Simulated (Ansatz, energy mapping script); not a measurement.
# SrCoO2 in a distorted infinite layer structure: exchange couplings from total energies

Wanted: the magnetic order of SrCoO2 in a distorted infinite layer structure, its couplings and an estimate of its ordering temperature, by PBE+U (0.7 eV).

Main program and level: Ansatz 0.2.0; PBE with U = 0.7 eV on Co d, ortho-atomic projectors; plane waves, U on orthogonalised atomic orbitals unless named otherwise, collinear spin, no spin–orbit coupling.

Most raw output is cut from this account.

## Step 1: Set-up

Symmetry: Cmmm, No. 65, orthorhombic system. The conventional cell has a = 5.515 Å, b = 5.620 Å, c = 3.415 Å, α = 90.00°, β = 90.00°, γ = 90.00°. Nearest to Sr lie 8 O at 2.61 Å. Nearest to Co lie 4 O at 1.97 Å. Nearest to O lie 2 Co at 1.97 Å and 4 Sr at 2.61 Å. infinite layer prototype, lattice guessed from radii. Farther neighbours and most contacts between anions are not listed.

This cell was built for the study (infinite layer prototype, lattice guessed from radii), not taken from an experiment; the compound need not form in this structure.

The cell was relaxed beforehand in Ansatz under PBEsol with U = 3.5 eV on Co d, ortho-atomic projectors, from parallel moments.

The U corrects the self-interaction that lets semilocal functionals spread d and f electrons too far. Its value here is typed, not computed.

## Step 2: Which atoms carry moments

One run in the crystal's own cell, under PBE with U = 2.8 eV on Co d, ortho-atomic projectors, shows which elements keep a moment. Transition or f elements with 0.3 μB or more enter the spin model; moments induced on other atoms do not.

input.yaml

```yaml
crystal:
  lattice:
    - [3.937063853, 0.037176496, 0.0]
    - [0.037176496, 3.937063853, 0.0]
    - [0.0, 0.0, 3.415201044]
  atoms:
    - { symbol: Sr, position: [0.5, 0.5, 0.5] }
    - { symbol: Co, position: [0.0, 0.0, 0.0], spin: 3.0 }
    - { symbol: O, position: [0.5, 0.0, 0.0] }
    - { symbol: O, position: [0.0, 0.5, 0.0] }
magnetization:
  spin_polarized: true
kpoints:
  mp_grid: { grid: [7, 7, 8] }
hamiltonian:
  xc: pbe
  hubbard:
    sites: [{ species: Co, l: d, u_eff: 2.8 }]
    projectors: ortho-atomic
scf:
  occupations: { method: fermi_dirac, width: 0.05 }
output:
  eigenvalues: true
```

Run with:

```sh
$ ansatz run input.yaml --threads 4 --pin off --max-ram 8192MiB --backend cpu --events-out ev --progress --plain --runs-dir out
```

The job ended after 22 s (4 threads of Arm Neoverse V1, shared host; peak memory 1.1 GiB).

Spin moment in the sphere by atom:

```tsv
atom	spin moment in the sphere (μB)
Sr1	0.00
Co2	2.34
O3	0.14
O4	0.14
```

The run ends ferromagnetic; Co carries the moments.

## Step 3: One set of occupation matrices for all orders

A corrected shell can settle in several orbital fillings. One parallel run, with an occupation width a fifth wider than the orders use, therefore is to supply the occupation matrices. All orders start from them.

input.yaml, the sections that differ from step 2:

```yaml
kpoints:
  mp_grid: { grid: [10, 10, 11] }
hamiltonian:
  xc: pbe
  hubbard:
    sites: [{ species: Co, l: d, u_eff: 0.7 }]
    projectors: ortho-atomic
scf:
  occupations: { method: fermi_dirac, width: 0.06 }
# crystal, magnetization, output: as in step 2
```

Run time: 22 s. Hardware: 4 threads; peak memory 0.69 GiB; 85 s of CPU time.

Numbers from this step:

```
final state                       : ferromagnetic
electrons in the corrected shells : 7.541 e
largest moment                    : 1.918 μB
```

## Step 4: Parallel start in cell A (8 atoms)

The parallel order is the zero of energy for this cell and mesh.

input.yaml

```yaml
crystal:
  lattice:
    - [-3.937063853, -0.037176496, 0.0]
    - [-0.037176496, -3.937063853, -3.415201044]
    - [-0.037176496, -3.937063853, 3.415201044]
  atoms:
    - { symbol: Sr, position: [0.5, 0.0, 0.5] }
    - { symbol: Sr, position: [0.5, 0.5, 0.0] }
    - { symbol: Co, position: [0.0, 0.5, 0.5], spin: 3.0 }
    - { symbol: Co, position: [0.0, 0.0, 0.0], spin: 3.0 }
    - { symbol: O, position: [0.5, 0.5, 0.5] }
    - { symbol: O, position: [0.5, 0.0, 0.0] }
    - { symbol: O, position: [0.0, 0.25, 0.25] }
    - { symbol: O, position: [0.0, 0.75, 0.75] }
magnetization:
  spin_polarized: true
kpoints:
  mp_grid: { grid: [10, 8, 8] }
hamiltonian:
  xc: pbe
  hubbard:
    sites:
      - { species: Co, l: d, u_eff: 0.7 }
      - { site: 2, l: d, u_eff: 0.7, starting_ns: [{ spin: up, occupation_matrix: co2_major }, { spin: down, occupation_matrix: co2_minor }] }
      - { site: 3, l: d, u_eff: 0.7, starting_ns: [{ spin: up, occupation_matrix: co2_major }, { spin: down, occupation_matrix: co2_minor }] }
    projectors: ortho-atomic
    occupation_matrices:
      co2_major:
        matrix:
          - [0.937, 0.0, 0.0, 0.0, 0.004]
          - [0.0, 0.995, 0.001, 0.0, 0.0]
          - [0.0, 0.001, 0.995, 0.0, 0.0]
          - [0.0, 0.0, 0.0, 0.831, 0.0]
          - [0.004, 0.0, 0.0, 0.0, 0.997]
      co2_minor:
        matrix:
          - [0.781, 0.0, 0.0, 0.0, -0.159]
          - [0.0, 0.606, -0.234, 0.0, 0.0]
          - [0.0, -0.234, 0.606, 0.0, 0.0]
          - [0.0, 0.0, 0.0, 0.28, 0.0]
          - [-0.159, 0.0, 0.0, 0.0, 0.513]
scf:
  occupations: { method: fermi_dirac, width: 0.05 }
output:
  eigenvalues: true
  write_density: true
  write_potential: true
  elf: true
  volumetric_format: npy
```

Elapsed: 91 s, on 4 threads; peak memory 1.6 GiB; 5.9 min of CPU time.

Spin moment in the sphere by atom:

```tsv
atom	spin moment in the sphere (μB)
Sr1	-0.01
Sr2	-0.01
Co3	1.93
Co4	1.93
O5	0.13
O6	0.13
O7	0.13
O8	0.13
```

The run ends ferromagnetic.

Spin density in the ac plane at fractional y = 0.000, with atoms of Sr and Co and O within 0.2 Å of it.

Ten even steps from '0' (0.0 e/Å³) to '9' (7.1 e/Å³), each cell a mean:
```
52000000000013
10000000000001
00000000000000
00000000000000
00000000000000
00000000000000
00000000000000
00000000000000
00000000000000
00000000000000
00000000000000
00000000000000
00000000000000
00000000000000
00000000000000
00000000000000
42000000000002
94000000000016
```
Columns run along a (3.9 Å), rows up along c (5.2 Å). Atoms in or near the plane, at fractional coordinates: Sr at (0.50, 0.50), Co at (0.00, 0.00), O at (0.50, 0.00).

ELF in the ac plane at fractional y = 0.000, with atoms of Sr and Co and O within 0.2 Å of it. It is the smooth field of the valence electrons, not physical close to the nuclei.

Ten even steps from '0' (0.03) to '9' (0.97), each cell a mean:
```
97315765773148
54214788873124
11112567641001
11100122210000
11000011100011
11001567631001
10016888884000
00038864787200
00058720388300
00048842587300
00026888885100
11003788862001
11000123210011
11000001000011
10002456531111
32113788862123
86215876773147
98315753673159
```
Columns run along a (3.9 Å), rows up along c (5.2 Å). Atoms in or near the plane, at fractional coordinates: Sr at (0.50, 0.50), Co at (0.00, 0.00), O at (0.50, 0.00).

## Step 5: Run 2 (compensated +−; cell A, 8 atoms)

This order reverses 2 of the 2 neighbours at 3.42 Å and 2 of the 4 neighbours at 3.94 Å, counted for an average magnetic atom.

input.yaml: that of step 4 with these lines changed.

```diff
@@ -9,3 +9,3 @@
     - { symbol: Co, position: [0.0, 0.5, 0.5], spin: 3.0 }
-    - { symbol: Co, position: [0.0, 0.0, 0.0], spin: 3.0 }
+    - { symbol: Co, position: [0.0, 0.0, 0.0], spin: -3.0 }
     - { symbol: O, position: [0.5, 0.5, 0.5] }
@@ -24,3 +24,3 @@
       - { site: 2, l: d, u_eff: 0.7, starting_ns: [{ spin: up, occupation_matrix: co2_major }, { spin: down, occupation_matrix: co2_minor }] }
-      - { site: 3, l: d, u_eff: 0.7, starting_ns: [{ spin: up, occupation_matrix: co2_major }, { spin: down, occupation_matrix: co2_minor }] }
+      - { site: 3, l: d, u_eff: 0.7, starting_ns: [{ spin: up, occupation_matrix: co2_minor }, { spin: down, occupation_matrix: co2_major }] }
     projectors: ortho-atomic
```

It took 47 s on 4 threads; peak memory 1.5 GiB; 3.1 min of CPU time.

Spin moment in the sphere by atom:

```tsv
atom	spin moment in the sphere (μB)
Sr1	0.00
Sr2	0.00
Co3	1.99
Co4	-1.99
O5	0.13
O6	-0.13
O7	0.00
O8	0.00
```

The run ends antiferromagnetic, 109.63 meV a magnetic atom above the parallel order of its cell, a difference that unlike orbital or electronic states can set, not exchange alone (energies taken at zero occupation width, not the printed F).

Spin density in the ac plane at fractional y = 0.000, with atoms of Sr and Co and O within 0.2 Å of it.

Values in e/Å³, 18 rows by 14 columns, each cell a mean:
```
-4.1 -1.9 -0.5 -0.1  0.0  0.0 -0.1 -0.2 -0.1  0.0  0.0 -0.1 -0.8 -2.9
-0.9 -0.4 -0.2  0.0  0.0  0.0 -0.1 -0.1 -0.1  0.0  0.0 -0.1 -0.4 -1.0
-0.1  0.0  0.0  0.0  0.0  0.0  0.0  0.0  0.0  0.0  0.0  0.0 -0.1 -0.2
 0.0  0.0  0.0  0.0  0.0  0.0  0.0  0.0  0.0  0.0  0.0  0.0  0.0  0.0
 0.0  0.0  0.0  0.0  0.0  0.0  0.0  0.0  0.0  0.0  0.0  0.0  0.0  0.0
 0.0  0.0  0.0  0.0  0.0  0.0  0.0  0.0  0.0  0.0  0.0  0.0  0.0  0.0
 0.0  0.0  0.0  0.0  0.0  0.0  0.0  0.0  0.0  0.0  0.0  0.0  0.0  0.0
 0.0  0.0  0.0  0.0  0.0  0.0  0.0  0.0  0.0  0.0  0.0  0.0  0.0  0.0
 0.0  0.0  0.0  0.0  0.0  0.0  0.0  0.0  0.0  0.0  0.0  0.0  0.0  0.0
 0.0  0.0  0.0  0.0  0.0  0.0  0.0  0.0  0.0  0.0  0.0  0.0  0.0  0.0
 0.0  0.0  0.0  0.0  0.0  0.0  0.0  0.0  0.0  0.0  0.0  0.0  0.0  0.0
 0.0  0.0  0.0  0.0  0.0  0.0  0.0  0.0  0.0  0.0  0.0  0.0  0.0  0.0
 0.0  0.0  0.0  0.0  0.0  0.0  0.0  0.0  0.0  0.0  0.0  0.0  0.0  0.0
 0.0  0.0  0.0  0.0  0.0  0.0  0.0  0.0  0.0  0.0  0.0  0.0  0.0  0.0
-0.1 -0.1 -0.1  0.0  0.0  0.0  0.0  0.0  0.0  0.0  0.0  0.0  0.0  0.0
-0.5 -0.5 -0.2  0.0  0.0  0.0  0.0 -0.1  0.0  0.0  0.0  0.0 -0.1 -0.2
-3.2 -1.8 -0.4 -0.1  0.0  0.0 -0.1 -0.2 -0.1  0.0  0.0 -0.1 -0.6 -1.7
-7.3 -3.4 -0.6 -0.1  0.0  0.0 -0.1 -0.2 -0.1  0.0  0.0 -0.2 -1.1 -4.4
```
Columns run along a (3.9 Å), rows up along c (5.2 Å). Atoms in or near the plane, at fractional coordinates: Sr at (0.50, 0.50), Co at (0.00, 0.00), O at (0.50, 0.00).

ELF in the ac plane at fractional y = 0.000, with atoms of Sr and Co and O within 0.2 Å of it. It is the smooth field of the valence electrons, not physical close to the nuclei.

Ten even steps from '_' (0.03) to '@' (0.97), each cell a mean:
```
@@##--..++##**++####--..==%%
++==::..==##%%%%%%##--..::==
........::++**##**==..____..
......____..::::::..________
....________......______....
....____..++**##**--..____..
..____..**%%%%%%%%%%==______
______--%%%%**==##%%##::____
______++%%##::__--%%%%--____
______==%%%%==::++%%##--____
______::**%%%%%%%%%%++..____
....____--##%%%%%%**::____..
....______..::--::..______..
....__________..________....
..______::==++**++--........
--::....--##%%%%%%**::..::--
%%**::..++%%##**####--..==##
@@%%--..++##++--**##--..++@@
```
Columns run along a (3.9 Å), rows up along c (5.2 Å). Atoms in or near the plane, at fractional coordinates: Sr at (0.50, 0.50), Co at (0.00, 0.00), O at (0.50, 0.00).

## Step 6: Order 3: parallel, cell B of 8 atoms

A new cell needs its own zero of energy.

This run holds the same structure in another cell (a 3.937 → 3.415 Å, b 5.212 → 3.937 Å, c 5.212 → 7.874 Å, α 81.9 → 91.1°, β 89.2 → 90.0°, γ 89.2 → 90.0°).

input.yaml

```yaml
crystal:
  lattice:
    - [0.0, 0.0, -3.415201044]
    - [3.937063853, 0.037176496, 0.0]
    - [-0.074352992, -7.874127706, 0.0]
  atoms:
    - { symbol: Sr, position: [0.5, 0.5, 0.25] }
    - { symbol: Sr, position: [0.5, 0.5, 0.75] }
    - { symbol: Co, position: [0.0, 0.0, 0.5], spin: 3.0 }
    - { symbol: Co, position: [0.0, 0.0, 0.0], spin: 3.0 }
    - { symbol: O, position: [0.0, 0.5, 0.5] }
    - { symbol: O, position: [0.0, 0.5, 0.0] }
    - { symbol: O, position: [0.0, 0.0, 0.25] }
    - { symbol: O, position: [0.0, 0.0, 0.75] }
magnetization:
  spin_polarized: true
kpoints:
  mp_grid: { grid: [11, 10, 5] }
hamiltonian:
  xc: pbe
  hubbard:
    sites:
      - { species: Co, l: d, u_eff: 0.7 }
      - { site: 2, l: d, u_eff: 0.7, starting_ns: [{ spin: up, occupation_matrix: co2_major }, { spin: down, occupation_matrix: co2_minor }] }
      - { site: 3, l: d, u_eff: 0.7, starting_ns: [{ spin: up, occupation_matrix: co2_major }, { spin: down, occupation_matrix: co2_minor }] }
    projectors: ortho-atomic
    occupation_matrices:
      co2_major:
        matrix:
          - [0.937, 0.0, 0.0, 0.0, 0.004]
          - [0.0, 0.995, 0.001, 0.0, 0.0]
          - [0.0, 0.001, 0.995, 0.0, 0.0]
          - [0.0, 0.0, 0.0, 0.831, 0.0]
          - [0.004, 0.0, 0.0, 0.0, 0.997]
      co2_minor:
        matrix:
          - [0.781, 0.0, 0.0, 0.0, -0.159]
          - [0.0, 0.606, -0.234, 0.0, 0.0]
          - [0.0, -0.234, 0.606, 0.0, 0.0]
          - [0.0, 0.0, 0.0, 0.28, 0.0]
          - [-0.159, 0.0, 0.0, 0.0, 0.513]
scf:
  occupations: { method: fermi_dirac, width: 0.05 }
output:
  eigenvalues: true
```

Wall time 52 s (4 threads); peak memory 1.4 GiB.

The run ends ferromagnetic. For each magnetic atom its energy differs from the parallel run of the first cell by 1.90 meV, an error that one common reference would have brought in.

## Step 7: Run 4 (compensated +−; cell B, 8 atoms)

This order reverses 0 of the 2 neighbours at 3.42 Å and 2 of the 4 neighbours at 3.94 Å, counted for an average magnetic atom.

input.yaml: that of step 6 with these lines changed.

```diff
@@ -9,3 +9,3 @@
     - { symbol: Co, position: [0.0, 0.0, 0.5], spin: 3.0 }
-    - { symbol: Co, position: [0.0, 0.0, 0.0], spin: 3.0 }
+    - { symbol: Co, position: [0.0, 0.0, 0.0], spin: -3.0 }
     - { symbol: O, position: [0.0, 0.5, 0.5] }
@@ -24,3 +24,3 @@
       - { site: 2, l: d, u_eff: 0.7, starting_ns: [{ spin: up, occupation_matrix: co2_major }, { spin: down, occupation_matrix: co2_minor }] }
-      - { site: 3, l: d, u_eff: 0.7, starting_ns: [{ spin: up, occupation_matrix: co2_major }, { spin: down, occupation_matrix: co2_minor }] }
+      - { site: 3, l: d, u_eff: 0.7, starting_ns: [{ spin: up, occupation_matrix: co2_minor }, { spin: down, occupation_matrix: co2_major }] }
     projectors: ortho-atomic
```

Run time: 27 s. Hardware: 4 threads; peak memory 1.4 GiB; 1.8 min of CPU time.

The run ends antiferromagnetic, 91.33 meV a magnetic atom above the parallel order of its cell, a difference that unlike orbital or electronic states can set, not exchange alone (energies taken at zero occupation width, not the printed F).

## Step 8: Run 5 (parallel; cell C, 8 atoms)

This run holds the same structure in another cell (a 3.415 → 5.212 Å, b 3.937 → 5.212 Å, c 7.874 → 5.212 Å, α 91.1 → 98.1°, β 90.0 → 114.7°, γ 90.0 → 116.1°).

input.yaml

```yaml
crystal:
  lattice:
    - [3.937063853, 0.037176496, 3.415201044]
    - [-0.037176496, -3.937063853, -3.415201044]
    - [0.037176496, 3.937063853, -3.415201044]
  atoms:
    - { symbol: Sr, position: [0.5, 0.25, 0.75] }
    - { symbol: Sr, position: [0.5, 0.75, 0.25] }
    - { symbol: Co, position: [0.0, 0.5, 0.5], spin: 3.0 }
    - { symbol: Co, position: [0.0, 0.0, 0.0], spin: 3.0 }
    - { symbol: O, position: [0.5, 0.75, 0.75] }
    - { symbol: O, position: [0.5, 0.25, 0.25] }
    - { symbol: O, position: [0.0, 0.25, 0.75] }
    - { symbol: O, position: [0.0, 0.75, 0.25] }
magnetization:
  spin_polarized: true
kpoints:
  mp_grid: { grid: [10, 10, 10] }
hamiltonian:
  xc: pbe
  hubbard:
    sites:
      - { species: Co, l: d, u_eff: 0.7 }
      - { site: 2, l: d, u_eff: 0.7, starting_ns: [{ spin: up, occupation_matrix: co2_major }, { spin: down, occupation_matrix: co2_minor }] }
      - { site: 3, l: d, u_eff: 0.7, starting_ns: [{ spin: up, occupation_matrix: co2_major }, { spin: down, occupation_matrix: co2_minor }] }
    projectors: ortho-atomic
    occupation_matrices:
      co2_major:
        matrix:
          - [0.937, 0.0, 0.0, 0.0, 0.004]
          - [0.0, 0.995, 0.001, 0.0, 0.0]
          - [0.0, 0.001, 0.995, 0.0, 0.0]
          - [0.0, 0.0, 0.0, 0.831, 0.0]
          - [0.004, 0.0, 0.0, 0.0, 0.997]
      co2_minor:
        matrix:
          - [0.781, 0.0, 0.0, 0.0, -0.159]
          - [0.0, 0.606, -0.234, 0.0, 0.0]
          - [0.0, -0.234, 0.606, 0.0, 0.0]
          - [0.0, 0.0, 0.0, 0.28, 0.0]
          - [-0.159, 0.0, 0.0, 0.0, 0.513]
scf:
  occupations: { method: fermi_dirac, width: 0.05 }
output:
  eigenvalues: true
```

The job ended after 70 s (4 threads; peak memory 1.6 GiB; 4.6 min of CPU time).

The run ends ferromagnetic. For each magnetic atom its energy differs from the parallel run of the first cell by -2.45 meV, an error that one common reference would have brought in.

[end of part 1 of 2]

[Logs and program files are shortened in this print: banners, set-up blocks, solver, clock and traceback lines can be left out without a mark of their own.]

[Logs are printed without paths, hosts, clocks, repeated set-up lines and the standing remarks that a program may print on its own settings, such as how far it seeks lower states.]

[Hosts, paths, dates, database ids (printed as entryN), source tags and the programs' standing remarks are cut or masked in the printed files.]

[Where a cell is said to come from a database of computed structures, the database is the Materials Project.]
